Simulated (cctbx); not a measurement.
## Interatomic vectors of Er2Ga2Sn6Pd

Space group P4/mmm (no. 123), a = 4.5710 Å, b = 4.5710 Å, c = 11.8430 Å, α = 90.00°, β = 90.00°, γ = 90.00°, content Er2 Sn6 Pd1 Ga2.

The data are simulated with cctbx, not measured: synchrotron X-rays, λ = 0.4959 Å, to d = 0.6 Å, 95 % of the full sphere, strongest reflection 5000 counts, noise from counting, a 1.5 % proportional error and a noise floor of 8 counts (s.d.); no absorption.

Patterson synthesis from sharpened amplitudes, origin scaled to 1000:

```text
Patterson group P 4/m m m
      u       v       w   height  length (A)
  0.000   0.000   0.000   1000.0     0.00
  0.500   0.500   0.000    733.5     3.23
  0.000   0.500   0.194    644.8     3.24
  0.000   0.000   0.389    528.5     4.60
  0.500   0.500   0.390    419.4     5.63
  0.000   0.500   0.416    342.8     5.43
  0.000   0.000   0.307    208.0     3.64
  0.000   0.000   0.222    174.9     2.63
  0.500   0.500   0.221    170.3     4.16
  0.000   0.500   0.114    142.2     2.66
  0.000   0.500   0.500    118.8     6.35
  0.500   0.500   0.306     60.8     4.85
  0.000   0.500   0.000     54.8     2.29
  0.000   0.183   0.000     52.7     0.84
```

**Question.** Which atom pairs make the peaks, and where is the heaviest atom?

A peak at u stands for all pairs with xi − xj = u, with weight Σ ZiZj against Σ Z² = 28286 at the origin. Peak heights follow these weights only roughly, since form factors, motion and series ripples differ, all vectors within 0.55 Å of a peak are counted as merged into it though the farther ones add only part of their weight, and F(000) is left out, which lowers the whole map:

| u | v | w | shortest length (Å) | height | 1000 ΣZiZj/ΣZ² | pairs in the cell |
| --- | --- | --- | --- | --- | --- | --- |
| 0.500 | 0.500 | 0.000 | 3.23 | 734 | 828 | 6 × Sn–Sn, 4 × Er–Ga |
| 0.000 | 0.500 | 0.194 | 3.24 | 645 | 700 | 4 × Er–Sn, 4 × Sn–Ga |
| 0.000 | 0.000 | 0.389 | 4.61 | 528 | 551 | 4 × Sn–Sn, 1 × Er–Er, 1 × Ga–Ga |
| 0.500 | 0.500 | 0.390 | 5.64 | 419 | 503 | 4 × Sn–Sn, 2 × Er–Ga |
| 0.000 | 0.500 | 0.416 | 5.43 | 343 | 350 | 2 × Er–Sn, 2 × Sn–Ga |
| 0.000 | 0.000 | 0.307 | 3.64 | 208 | 221 | 2 × Er–Pd |
| 0.000 | 0.000 | 0.222 | 2.63 | 175 | 177 | 2 × Sn–Sn |
| 0.500 | 0.500 | 0.221 | 4.16 | 170 | 177 | 2 × Sn–Sn |
| 0.000 | 0.500 | 0.114 | 2.65 | 142 | 163 | 2 × Sn–Pd |
| 0.000 | 0.500 | 0.500 | 6.35 | 119 | 163 | 2 × Sn–Pd |

The table stops at ten peaks or at a height of 45, below which ripples compete. In the model behind the data Er, the heaviest element, has 1 independent site: (1/2, 1/2, 0.6944), up to an allowed shift of origin; the Er–Er vectors are differences of these positions and their symmetry mates. The whole model:

| atom | mult. | x | y | z | Ueq (Å²) |
| --- | --- | --- | --- | --- | --- |
| Er1 | 2 | 1/2 | 1/2 | 0.6944 | 0.0139 |
| Sn1 | 4 | 1/2 | 0 | 0.8872 | 0.0128 |
| Sn2 | 2 | 1/2 | 0 | 1/2 | 0.0183 |
| Pd1 | 1 | 1/2 | 1/2 | 0 | 0.0183 |
| Ga1 | 2 | 0 | 0 | 0.6980 | 0.0223 |

The model was made for the exercise: a known structure type with other elements put in, its volume estimated, not relaxed; displacement parameters are assumed.

[Logs are printed without paths, hosts, clocks, repeated set-up lines and the standing remarks that a program may print on its own settings, such as how far it seeks lower states.]
